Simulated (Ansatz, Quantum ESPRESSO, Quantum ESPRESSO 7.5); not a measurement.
# Evanescent states of MgO, rock salt type, lattice constant set to 4.26 Å

Wanted: the complex band structure of MgO, rock salt type, lattice constant set to 4.26 Å, as for a tunnel barrier.

Method: plane-wave DFT, PBE, GBRV ultrasoft pseudopotentials (cross-check by Ansatz 0.2.0 with PAW datasets), in Quantum ESPRESSO 7.5.

Report form: the programs' logs are mostly left out.

## 1. The starting structure

Symmetry: Fm-3m, No. 225, cubic system. Conventional cell: a = 4.260 Å, b = 4.260 Å, c = 4.260 Å, α = 90.00°, β = 90.00°, γ = 90.00°. Nearest to Mg lie 6 O at 2.13 Å. Nearest to O lie 6 Mg at 2.13 Å. Farther neighbours and most contacts between anions are not listed.

## 2. Self-consistent run

pwcond needs a cell whose third axis lies along the current and stands perpendicular to the other two.

File scf.in:

```
&control
  prefix = 'scf'
  outdir = './out'
  pseudo_dir = './pseudo'
  calculation = 'scf'
  tprnfor = .true.
/
&system
  ibrav = 0
  nat = 4
  ntyp = 2
  ecutwfc = 40
  ecutrho = 200
  occupations = 'fixed'
  nbnd = 20
/
&electrons
  conv_thr = 1e-09
  mixing_beta = 0.6
  electron_maxstep = 120
/
ATOMIC_SPECIES
  Mg  24.3050  mg_pbe_v1.4.uspp.F.UPF
  O   15.9990  o_pbe_v1.2.uspp.F.UPF
CELL_PARAMETERS angstrom
  3.01227488785469 0.00000000000000 0.00000000000000
  0.00000000000000 3.01227488785469 0.00000000000000
  0.00000000000000 0.00000000000000 4.26000000000000
ATOMIC_POSITIONS crystal
  Mg  0.000000000000 0.000000000000 0.000000000000
  O   0.500000000000 0.500000000000 0.000000000000
  Mg  0.500000000000 0.500000000000 0.500000000000
  O   0.000000000000 0.000000000000 0.500000000000
K_POINTS automatic
  8 8 6 0 0 0
```

The run is started by

```
OMP_NUM_THREADS=1 mpirun -n 2 pw.x -nk 2 -in scf.in > scf.out
```

Run time: 12 s. Hardware: 2 MPI ranks of Arm Neoverse V1, shared host; peak memory 0.16 GiB.

Read from the output:

- free energy: -4295.9552 eV
- valence top, on the run's zero: 7.421 eV
- conduction bottom, on the run's zero: 11.87 eV
- gap by band count: 4.445 eV

The run needed 10 iterations to bring the estimated error under 1e-09 Ry.

## 3. Complex band structure

ikind = 0 solves one period of the crystal for all kz, real and complex, at each energy and k across. ewind and epsproj trim the two-dimensional plane-wave basis; nz1 sets the subslabs.

File cbs.in:

```
&inputcond
  outdir = './out'
  prefixl = 'scf'
  band_file = 'cbs'
  ikind = 0
  ewind = 4.0
  epsproj = 1e-05
  nz1 = 7
  energy0 = 6.9
  denergy = -0.23
/
4
  0.00000000 0.00000000 1.00000000
  0.50000000 0.00000000 1.00000000
  0.50000000 0.50000000 1.00000000
  0.25000000 0.00000000 1.00000000
40
```

The run is started by

```
OMP_NUM_THREADS=1 mpirun -n 2 pwcond.x -in cbs.in > cbs.out
```

The job ended after 41 s (2 MPI ranks; peak memory 0.11 GiB; 83 s of CPU time).

Read from the output:

* peak of the smallest κ at the zone centre: 0.318 Å⁻¹
* energy of the peak at the zone centre: 2.07 eV
* peak of the smallest κ at (1/4, 0): 0.634 Å⁻¹

K across = (0, 0) in the cell's reciprocal vectors; values within 0.0025 1/Å of each other count once, columns are sorted by size at each energy, a dash where no further value was kept. The Im kz of the slowest decaying states by energy, zero at the highest filled level of the SCF mesh:

```
energy (eV)  decay 1 (Å⁻¹)  decay 2 (Å⁻¹)  decay 3 (Å⁻¹)
      -2.07          0.755           1.01           1.73
      -1.84          0.643           1.01           1.71
      -1.61          0.498           1.01           1.69
      -1.38           0.27           1.01           1.67
      -1.15           1.01           1.65           2.02
      -0.92           1.01           1.64           2.01
      -0.69           1.01           1.62           2.00
      -0.46           1.00           1.60           1.99
      -0.23           1.00           1.58           1.97
       0.00          0.014          0.998           1.56
       0.46          0.201           0.47           0.99
       0.69          0.237          0.558          0.985
       0.92          0.264          0.625           0.98
       1.15          0.284          0.679          0.975
       1.38          0.299          0.724          0.969
       1.61          0.309          0.762          0.963
       1.84          0.315          0.794          0.957
       2.07          0.318          0.821           0.95
       2.30          0.318          0.846          0.943
       2.53          0.314          0.867          0.935
       2.76          0.307          0.885          0.927
       2.99          0.296          0.901          0.919
       3.22          0.281           0.91          0.915
       3.45          0.262          0.901          0.928
       3.68          0.237          0.891          0.939
       3.91          0.204          0.881          0.948
       4.14          0.158          0.871          0.956
       4.37           0.08           0.86          0.963
       4.83          0.837          0.974           1.07
       5.06          0.825          0.978           1.04
       5.29          0.812          0.981           1.01
       5.52          0.799          0.981          0.984
       5.75          0.785          0.949          0.985
       5.98          0.771          0.916          0.986
       6.21          0.755          0.882          0.986
       6.44           0.74          0.846          0.986
       6.67          0.723          0.809          0.985
       6.90          0.705           0.77          0.983
```

K across = (0, 0) in the cell's reciprocal vectors. Re kz of states that move upwards against energy, zero at the highest filled level of the SCF mesh:

```
energy (eV)  channel 1 (Å⁻¹)  channel 2 (Å⁻¹)  channel 3 (Å⁻¹)
      -2.07           -0.613                -                -
      -1.84           -0.558                -                -
      -1.38           -0.452                -                -
      -1.15           -0.399            0.339            0.339
      -0.92           -0.346            0.567            0.567
      -0.46           -0.564           -0.564           -0.229
      -0.23           -0.382           -0.382           -0.156
       0.00          -0.0605          -0.0594                -
       0.46                -                -                -
       0.69                -                -                -
       0.92                -                -                -
       1.38                -                -                -
       1.61                -                -                -
       1.84                -                -                -
       2.30                -                -                -
       2.53                -                -                -
       2.99                -                -                -
       3.22                -                -                -
       3.45                -                -                -
       3.91                -                -                -
       4.14                -                -                -
       4.37                -                -                -
       4.83            0.192                -                -
       5.06            0.249                -                -
       5.29            0.298                -                -
       5.75            0.387                -                -
       5.98            0.429                -                -
       6.21            0.469                -                -
       6.67            0.549                -                -
       6.90            0.588                -                -
```

K across = (1/2, 0) in the cell's reciprocal vectors; values within 0.0025 1/Å of each other count once, columns are sorted by size at each energy, a dash where no further value was kept. The Im kz of the slowest decaying states by energy, zero at the highest filled level of the SCF mesh:

| energy (eV) | decay 1 (Å⁻¹) | decay 2 (Å⁻¹) | decay 3 (Å⁻¹) |
| --- | --- | --- | --- |
| -2.07 | 0.121 | 1.66 | 2.02 |
| -1.61 | 1.62 | 2.02 | 2.31 |
| -1.15 | 1.58 | 2.06 | 2.09 |
| -0.69 | 1.48 | 1.49 | 1.55 |
| -0.46 | 0.182 | 1.53 | 1.56 |
| 0.00 | 0.347 | 1.49 | 1.74 |
| 0.46 | 0.439 | 1.46 | - |
| 0.92 | 0.503 | 1.43 | 1.76 |
| 1.38 | 0.548 | 1.39 | 1.75 |
| 1.84 | 0.581 | 1.36 | 1.73 |
| 2.30 | 0.603 | 1.33 | 1.71 |
| 2.53 | 0.611 | 1.31 | 1.70 |
| 2.99 | 0.62 | 1.28 | 1.67 |
| 3.45 | 0.622 | 1.25 | 1.65 |
| 3.91 | 0.616 | 1.23 | 1.62 |
| 4.37 | 0.603 | 1.20 | 1.59 |
| 4.83 | 0.583 | 1.17 | 1.57 |
| 5.29 | 0.555 | 1.14 | 1.54 |
| 5.52 | 0.538 | 1.13 | 1.52 |
| 5.98 | 0.495 | 1.10 | 1.49 |
| 6.44 | 0.44 | 1.07 | 1.46 |
| 6.90 | 0.364 | 1.04 | 1.43 |

K across = (1/2, 1/2) in the cell's reciprocal vectors; values within 0.0025 1/Å of each other count once, columns are sorted by size at each energy, a dash where no further value was kept. Table of Im kz of the slowest decaying states by energy, zero at the highest filled level of the SCF mesh:

```csv
energy (eV),decay 1 (Å⁻¹),decay 2 (Å⁻¹),decay 3 (Å⁻¹)
-2.07,0.409,2.59,2.60
-1.84,0.263,2.58,2.60
-1.38,2.55,2.58,2.93
-1.15,0.176,0.256,2.54
-0.92,0.278,0.382,2.53
-0.46,0.395,0.508,2.50
-0.23,0.435,0.547,2.49
0.00,0.468,0.578,2.48
0.46,0.519,0.623,2.46
0.69,0.539,0.64,2.44
0.92,0.556,0.654,2.43
1.38,0.583,0.675,2.41
1.61,0.594,0.682,2.39
1.84,0.603,0.688,2.38
2.30,0.615,0.696,2.36
2.53,0.619,0.698,2.34
2.99,0.624,0.699,2.32
3.22,0.625,0.698,2.31
3.45,0.625,0.696,2.29
3.91,0.621,0.689,2.27
4.14,0.617,0.684,2.26
4.37,0.613,0.678,2.24
4.83,0.601,0.664,2.22
5.06,0.594,0.656,2.21
5.29,0.585,0.647,2.19
5.75,0.565,0.626,2.17
5.98,0.553,0.613,2.15
6.21,0.54,0.6,2.14
6.67,0.509,0.57,2.12
6.90,0.491,0.553,2.10
```

K across = (1/4, 0) in the cell's reciprocal vectors; values within 0.0025 1/Å of each other count once, columns are sorted by size at each energy, a dash where no further value was kept. Table of Im kz of the slowest decaying states by energy, zero at the highest filled level of the SCF mesh:

```csv
energy (eV),decay 1 (Å⁻¹),decay 2 (Å⁻¹),decay 3 (Å⁻¹)
-2.07,0.941,1.36,1.99
-1.84,0.836,1.34,1.98
-1.61,0.148,0.709,1.33
-1.38,0.194,0.541,1.31
-1.15,0.214,0.253,1.29
-0.92,0.211,1.27,1.92
-0.69,0.173,1.26,1.90
-0.46,1.24,1.88,2.31
-0.23,0.158,1.23,1.87
0.00,0.283,0.36,1.21
0.46,0.412,0.643,1.18
0.69,0.454,0.726,1.17
0.92,0.489,0.791,1.16
1.15,0.519,0.845,1.15
1.38,0.543,0.89,1.13
1.61,0.564,0.928,1.12
1.84,0.581,0.962,1.11
2.07,0.595,0.991,1.10
2.30,0.607,1.02,1.08
2.53,0.617,1.04,1.07
2.76,0.624,1.06,1.67
2.99,0.629,1.05,1.08
3.22,0.633,1.04,1.09
3.45,0.634,1.03,1.11
3.68,0.633,1.01,1.12
3.91,0.631,1.00,1.14
4.14,0.627,0.99,1.15
4.37,0.62,0.977,1.16
4.83,0.601,0.952,1.18
5.06,0.587,0.939,1.19
5.29,0.57,0.926,1.20
5.52,0.549,0.912,1.21
5.75,0.524,0.898,1.21
5.98,0.49,0.883,1.22
6.21,0.318,0.565,0.869
6.44,0.619,0.854,1.24
6.67,0.651,0.838,1.25
6.90,0.673,0.822,1.26
```

## 4. Complex band structure, with ewind = 6.0 and epsproj = 1e-07

How much does a setting matter? One run is repeated with a change.

cbs.w.in, as its differences from the input of step 3:

```diff
@@ -3,6 +3,6 @@
   prefixl = 'scf'
-  band_file = 'cbs'
+  band_file = 'cbs.w'
   ikind = 0
-  ewind = 4.0
-  epsproj = 1e-05
+  ewind = 6.0
+  epsproj = 1e-07
   nz1 = 7
```

The run is started by

```
OMP_NUM_THREADS=1 mpirun -n 2 pwcond.x -in cbs.w.in > cbs.w.out
```

Wall time 1.9 min (2 MPI ranks); peak memory 0.13 GiB; 3.8 min of CPU time.

Beside the run it was changed from:

```
                                       quantity  this run  unchanged run  difference
peak of the smallest κ at the zone centre (Å⁻¹)     0.318          0.318           0
                                  wall time (s)       114             41
```

The physical values in this table stay within 0.05 %.

## 5. The same in Ansatz

A second code with its own PAW datasets, on the same atoms.

Level of this step: plane-wave DFT, PBE, Ansatz PAW (Ansatz 0.2.0).

File input.yaml:

```yaml
crystal:
  lattice:
    - [3.0122748879, 0.0, 0.0]
    - [0.0, 3.0122748879, 0.0]
    - [0.0, 0.0, 4.26]
  atoms:
    - { symbol: Mg, position: [0.0, 0.0, 0.0] }
    - { symbol: O, position: [0.5, 0.5, 0.0] }
    - { symbol: Mg, position: [0.5, 0.5, 0.5] }
    - { symbol: O, position: [0.0, 0.0, 0.5] }
kpoints:
  mp_grid: { grid: [8, 8, 6] }
hamiltonian:
  xc: pbe
scf:
  occupations: { method: fixed }
  convergence: { dr2_threshold: 1.0e-09 }
output:
  transmission:
    leads: [[0, 0]]
    kpoints: [[0, 0], [0.5, 0], [0.5, 0.5], [0.25, 0]]
    e_range: [-2.07, 6.9]
    de: 0.23
```

The run is started by

```
ansatz run input.yaml --threads 2 --pin off --max-ram 4096MiB --backend cpu --events-out ev --progress --plain --runs-dir out
```

Wall time 9.3 s (2 threads); peak memory 0.29 GiB.

Numbers from this step:

* free energy: -4988.2778 eV
* gap by band count: 4.420 eV
* symmetry operations: 32
* slowest decay at the grid energy nearest mid-gap: 0.3162 Å⁻¹
* peak of the smallest κ at the zone centre: 0.3168 Å⁻¹
* peak of the smallest κ at (1/4, 0): 0.6336 Å⁻¹
* valence top, on the run's zero: 7.721 eV

K across = (0, 0) in the cell's reciprocal vectors; values within 0.0025 1/Å of each other count once, columns are sorted by size at each energy, a dash where no further value was kept. Table of Im kz of the slowest decaying states by energy, zero at the highest filled level of the SCF mesh:

```
energy (eV)  decay 1 (Å⁻¹)  decay 2 (Å⁻¹)  decay 3 (Å⁻¹)
      -2.07          0.753           1.01              -
      -1.61          0.494           1.01              -
      -1.15           1.01              -              -
      -0.69           1.01              -              -
      -0.46           1.00              -              -
       0.00         0.0176         0.0355          0.998
       0.46          0.201          0.474          0.990
       0.92          0.264          0.628          0.980
       1.38          0.298          0.726          0.969
       1.84          0.314          0.796          0.956
       2.30          0.316          0.847          0.942
       2.53          0.312          0.868          0.935
       2.99          0.294          0.903          0.918
       3.45          0.259          0.900          0.929
       3.91          0.199          0.881          0.950
       4.37         0.0658          0.860          0.965
       4.83          0.837          0.975           1.07
       5.29          0.812          0.982           1.01
       5.52          0.798          0.980          0.985
       5.98          0.770          0.916          0.987
       6.44          0.739          0.846          0.987
       6.90          0.704          0.769          0.984
```

K across = (0, 0) in the cell's reciprocal vectors. The Re kz of states that move upwards by energy, zero at the highest filled level of the SCF mesh:

```
energy (eV)  channel 1 (Å⁻¹)  channel 2 (Å⁻¹)  channel 3 (Å⁻¹)
      -2.07           -0.612                -                -
      -1.61           -0.504                -                -
      -1.15           -0.399            0.347            0.347
      -0.69           -0.726           -0.726           -0.289
      -0.46           -0.558           -0.558           -0.228
       0.00                -                -                -
       0.46                -                -                -
       0.92                -                -                -
       1.38                -                -                -
       1.84                -                -                -
       2.30                -                -                -
       2.53                -                -                -
       2.99                -                -                -
       3.45                -                -                -
       3.91                -                -                -
       4.37                -                -                -
       4.83            0.198                -                -
       5.29            0.303                -                -
       5.52            0.348                -                -
       5.98            0.432                -                -
       6.44            0.513                -                -
       6.90            0.592                -                -
```

K across = (1/2, 0) in the cell's reciprocal vectors; values within 0.0025 1/Å of each other count once, columns are sorted by size at each energy, a dash where no further value was kept. Table of Im kz of the slowest decaying states by energy, zero at the highest filled level of the SCF mesh:

```csv
energy (eV),decay 1 (Å⁻¹),decay 2 (Å⁻¹),decay 3 (Å⁻¹)
-2.07,0.121,-,-
-1.84,-,-,-
-1.38,-,-,-
-1.15,-,-,-
-0.92,-,-,-
-0.46,0.183,-,-
-0.23,0.281,-,-
0.00,0.348,1.49,-
0.46,0.440,1.46,-
0.69,0.474,1.44,-
0.92,0.503,1.43,-
1.38,0.548,1.39,-
1.61,0.566,1.38,-
1.84,0.581,1.36,-
2.30,0.603,1.33,-
2.53,0.611,1.31,-
2.99,0.620,1.28,-
3.22,0.622,1.27,-
3.45,0.621,1.25,-
3.91,0.616,1.23,-
4.14,0.610,1.21,-
4.37,0.603,1.20,-
4.83,0.583,1.17,-
5.06,0.570,1.16,-
5.29,0.554,1.14,-
5.75,0.517,1.11,-
5.98,0.494,1.10,1.49
6.21,0.468,1.09,1.48
6.67,0.403,1.06,1.45
6.90,0.362,1.04,1.43
```

K across = (1/2, 1/2) in the cell's reciprocal vectors; values within 0.0025 1/Å of each other count once, columns are sorted by size at each energy, a dash where no further value was kept. The Im kz of the slowest decaying states by energy, zero at the highest filled level of the SCF mesh:

```csv
energy (eV),decay 1 (Å⁻¹),decay 2 (Å⁻¹)
-2.07,0.410,-
-1.61,-,-
-1.15,0.178,0.256
-0.69,0.346,0.456
-0.46,0.396,0.508
0.00,0.469,0.578
0.46,0.520,0.623
0.92,0.557,0.654
1.38,0.584,0.675
1.84,0.603,0.688
2.30,0.616,0.696
2.53,0.620,0.698
2.99,0.625,0.699
3.45,0.625,0.695
3.91,0.621,0.688
4.37,0.613,0.678
4.83,0.601,0.664
5.29,0.585,0.646
5.52,0.576,0.636
5.98,0.553,0.612
6.44,0.525,0.585
6.90,0.491,0.552
```

K across = (1/4, 0) in the cell's reciprocal vectors; values within 0.0025 1/Å of each other count once, columns are sorted by size at each energy, a dash where no further value was kept. Im kz of the slowest decaying states against energy, zero at the highest filled level of the SCF mesh:

| energy (eV) | decay 1 (Å⁻¹) | decay 2 (Å⁻¹) | decay 3 (Å⁻¹) |
| --- | --- | --- | --- |
| -2.07 | 0.940 | 1.36 | - |
| -1.84 | 0.835 | 1.34 | - |
| -1.61 | 0.150 | 0.707 | 1.32 |
| -1.38 | 0.196 | 0.539 | 1.31 |
| -1.15 | 0.215 | 0.246 | 1.29 |
| -0.92 | 0.212 | 1.27 | - |
| -0.69 | 0.174 | 1.26 | - |
| -0.46 | 1.24 | - | - |
| -0.23 | 0.160 | 1.23 | - |
| 0.00 | 0.285 | 0.365 | 1.21 |
| 0.46 | 0.412 | 0.646 | 1.18 |
| 0.69 | 0.455 | 0.728 | 1.17 |
| 0.92 | 0.490 | 0.793 | 1.16 |
| 1.15 | 0.519 | 0.846 | 1.14 |
| 1.38 | 0.543 | 0.891 | 1.13 |
| 1.61 | 0.564 | 0.930 | 1.12 |
| 1.84 | 0.581 | 0.963 | 1.11 |
| 2.07 | 0.596 | 0.992 | 1.10 |
| 2.30 | 0.607 | 1.02 | 1.08 |
| 2.53 | 0.617 | 1.04 | 1.07 |
| 2.76 | 0.624 | 1.06 | - |
| 2.99 | 0.629 | 1.05 | 1.08 |
| 3.22 | 0.632 | 1.04 | 1.10 |
| 3.45 | 0.634 | 1.03 | 1.11 |
| 3.68 | 0.633 | 1.01 | 1.13 |
| 3.91 | 0.630 | 1.00 | 1.14 |
| 4.14 | 0.626 | 0.989 | 1.15 |
| 4.37 | 0.619 | 0.977 | 1.16 |
| 4.83 | 0.599 | 0.951 | 1.18 |
| 5.06 | 0.586 | 0.938 | 1.19 |
| 5.29 | 0.569 | 0.925 | 1.20 |
| 5.52 | 0.548 | 0.911 | 1.21 |
| 5.75 | 0.521 | 0.897 | 1.21 |
| 5.98 | 0.486 | 0.883 | 1.22 |
| 6.21 | 0.297 | 0.575 | 0.868 |
| 6.44 | 0.625 | 0.853 | 1.24 |
| 6.67 | 0.655 | 0.837 | 1.25 |
| 6.90 | 0.677 | 0.821 | 1.26 |

## 6. A check by hand

T falls as exp(−2κd). With κ = 0.318 1/Å, 10 Å of barrier pass exp(−2 × 0.318 × 10) = 0.0017 of that channel, interfaces aside.

## 7. Outcome

| Property | Result |
| --- | --- |
| gap on the SCF mesh | 4.44 eV |
| smallest κ at mid-gap among the four k points, at the zone centre | 0.318 Å⁻¹ |
| peak of the smallest κ in the stop band at the zone centre | 0.318 Å⁻¹ |
| peak of the smallest κ in the stop band at (1/4, 0) | 0.634 Å⁻¹ |
| energy of the peak at the zone centre, over the highest filled level | 2.07 eV |
| peak at the zone centre by Ansatz | 0.317 Å⁻¹ |

With a gap of 4.44 eV on the mesh, the smallest κ at mid-gap among the four k points, at the zone centre is 0.318 Å⁻¹ (PBE, GBRV ultrasoft). For a barrier with the Fermi level at mid-gap the slowest state found, at the zone centre, loses a factor of ten in probability every 3.6 Å or so. Stop bands away from the zone centre are mostly wider than the gap, so their peaks can lie above the conduction bottom. At the zone centre pwcond's peak is 0.318 and Ansatz's 0.317 1/Å, 0 % apart. The cell is the a/√2 one, turned by 45°, with two primitive cells, so X along [001] folds onto kz = 0. A semilocal gap is too small, often by a third to a half and by more in narrow-gap crystals, so real barriers decay faster.

[Logs are printed without paths, hosts, clocks, repeated set-up lines and the standing remarks that a program may print on its own settings, such as how far it seeks lower states.]

[Hosts, paths, dates, database ids (printed as entryN), source tags and the programs' standing remarks are cut or masked in the printed files.]

[Maps of the electrostatic potential energy from Ansatz leave out the sawtooth potential of an applied field or a dipole correction, so their vacuum need not be flat; planar profiles and work functions include it.]
